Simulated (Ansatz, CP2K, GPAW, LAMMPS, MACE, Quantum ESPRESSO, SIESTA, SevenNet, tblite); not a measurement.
# What went wrong? CP2K on ionic liquid Pyr13+ Cl- at 400 K (112 atoms)

Program: CP2K 2026.2, a calculation on a cell of 32 C, 4 N, 72 H and 4 Cl, 9.49 Å³ an atom.

Contents of input.inp:

```
&GLOBAL
  PROJECT cell
  RUN_TYPE ENERGY_FORCE
  PRINT_LEVEL LOW
&END GLOBAL
&FORCE_EVAL
  METHOD QS
  STRESS_TENSOR ANALYTICAL
  &DFT
    BASIS_SET_FILE_NAME BASIS_MOLOPT_UZH
    POTENTIAL_FILE_NAME POTENTIAL_UZH
    &MGRID
      CUTOFF 600
      REL_CUTOFF 50
      NGRIDS 5
    &END MGRID
    &QS
      EPS_DEFAULT 1.0E-04
    &END QS
    &SCF
      SCF_GUESS ATOMIC
      EPS_SCF 1.0E-06
      MAX_SCF 25
      &OT
        MINIMIZER CG
        PRECONDITIONER FULL_ALL
        ENERGY_GAP 0.001
      &END OT
      &OUTER_SCF
        EPS_SCF 1.0E-06
        MAX_SCF 1
      &END OUTER_SCF
      &PRINT
        &RESTART OFF
        &END RESTART
      &END PRINT
    &END SCF
    &XC
      &XC_FUNCTIONAL PBE
      &END XC_FUNCTIONAL
    &END XC
    &PRINT
      &MULLIKEN ON
      &END MULLIKEN
      &LOWDIN ON
      &END LOWDIN
      &MO_CUBES
        NHOMO 1
        NLUMO 4
        WRITE_CUBE F
      &END MO_CUBES
    &END PRINT
  &END DFT
  &SUBSYS
    &CELL
      A 10.20511 0.00000 0.00000
      B 0.00000 10.20511 0.00000
      C 0.00000 0.00000 10.20511
    &END CELL
    &TOPOLOGY
      COORD_FILE_NAME structure.xyz
      COORD_FILE_FORMAT XYZ
    &END TOPOLOGY
    &KIND C
      BASIS_SET DZVP-MOLOPT-PBE-GTH-q4
      POTENTIAL GTH-PBE-q4
    &END KIND
    &KIND N
      BASIS_SET DZVP-MOLOPT-PBE-GTH-q5
      POTENTIAL GTH-PBE-q5
    &END KIND
    &KIND H
      BASIS_SET DZVP-MOLOPT-PBE-GTH-q1
      POTENTIAL GTH-PBE-q1
    &END KIND
    &KIND Cl
      BASIS_SET DZVP-MOLOPT-PBE-GTH-q7
      POTENTIAL GTH-PBE-q7
    &END KIND
  &END SUBSYS
  &PRINT
    &FORCES ON
    &END FORCES
    &STRESS_TENSOR ON
    &END STRESS_TENSOR
  &END PRINT
&END FORCE_EVAL
```

Contents of structure.xyz:

```xyz
112

C 1.25778 5.87018 4.11439
C 0.19890 6.20961 3.09919
C 0.15012 7.72078 2.95346
N 9.26359 8.16184 2.05674
C 7.94907 7.95233 2.90305
C 9.41768 9.60740 1.80722
C 0.24370 9.69883 0.61965
C 0.10562 8.29441 10.17276
C 9.25583 7.58678 0.68854
H 1.23043 4.79610 4.17797
[... 98 atom lines left out ...]
Cl 4.09296 8.40472 2.15369
Cl 8.98029 7.91365 6.33992
Cl 8.61760 3.13532 1.82437
Cl 3.80998 3.19012 7.19215
```

Run with:

```sh
$ OMP_NUM_THREADS=1 mpirun -np 4 cp2k.psmp -i input.inp > output.txt
```

The program printed:

```text
CP2K| version string:                                       CP2K version 2026.2
 CP2K| Input file name                                                 input.inp
 GLOBAL| Basis set file name                                    BASIS_MOLOPT_UZH
 GLOBAL| Potential file name                                       POTENTIAL_UZH
 GLOBAL| Run type                                                   ENERGY_FORCE
 GLOBAL| Total number of message passing processes                             4
 GLOBAL| Number of threads for this process                                    1
 TOTAL NUMBERS AND MAXIMUM NUMBERS
  Total number of            - Atomic kinds:                                   4
                             - Atoms:                                        112
                             - Shell sets:                                   112
                             - Shells:                                       416
                             - Primitive Cartesian functions:                556
                             - Cartesian basis functions:                    920
                             - Spherical basis functions:                    880
  Maximum angular momentum of- Orbital basis functions:                        2
                             - Local part of the GTH pseudopotential:          2
                             - Non-local part of the GTH pseudopotential:      2
 SCF PARAMETERS         Density guess:                                    ATOMIC
                        max_scf:                                              25
                        eps_scf:                                        1.00E-06
                        Outer loop SCF in use
                        eps_scf                                         1.00E-06
                        max_scf                                                1
 Extrapolation method: initial_guess
 Number of electrons:                                                        248
 Number of occupied orbitals:                                                124
 Number of molecular orbitals:                                               124
 Number of orbital functions:                                                880
 Number of independent orbital functions:                                    880
 SCF WAVEFUNCTION OPTIMIZATION
  ----------------------------------- OT ---------------------------------------
  Minimizer      : CG                  : conjugate gradient
  Preconditioner : FULL_ALL            : diagonalization, state selective
  Precond_solver : DEFAULT
  Line search    : 2PNT                : 2 energies, one gradient
  stepsize       :    0.15000000                  energy_gap     :    0.00100000
  eps_taylor     :   0.10000E-15                  max_taylor     :             4
  ----------------------------------- OT ---------------------------------------
  Step     Update method      Time    Convergence         Total energy    Change
 *   ___                                                                       *
 *  /   \                                                                      *
 * [ABORT]                                                                     *
 *  \___/    Cholesky decompose failed: the matrix is not positive definite or *
 *    |                              ill-conditioned.                          *
 *  O/|                                                                        *
 * /| |                                                                        *
```

The job ended after 2.2 s (4 MPI ranks of Arm Neoverse V2, shared host; peak memory 2.3 GiB; 6.4 s of CPU time).

Banners, paths, timers and routine set-up lines are dropped from the logs unmarked, and long logs keep their key lines alone; longer cuts are marked.

**Question.** What is wrong with this input?

Integrals screened far too loosely: EPS_DEFAULT 0.0001.

The run ended with an error.

[Also dropped from logs without a mark: logging warnings of Python, and SIESTA's first energy breakdown and zero terms.]

[Logs are printed without paths, hosts, clocks, repeated set-up lines and the standing remarks that a program may print on its own settings, such as how far it seeks lower states.]

[Hosts, paths, dates, database ids (printed as entryN), source tags and the programs' standing remarks are cut or masked in the printed files.]
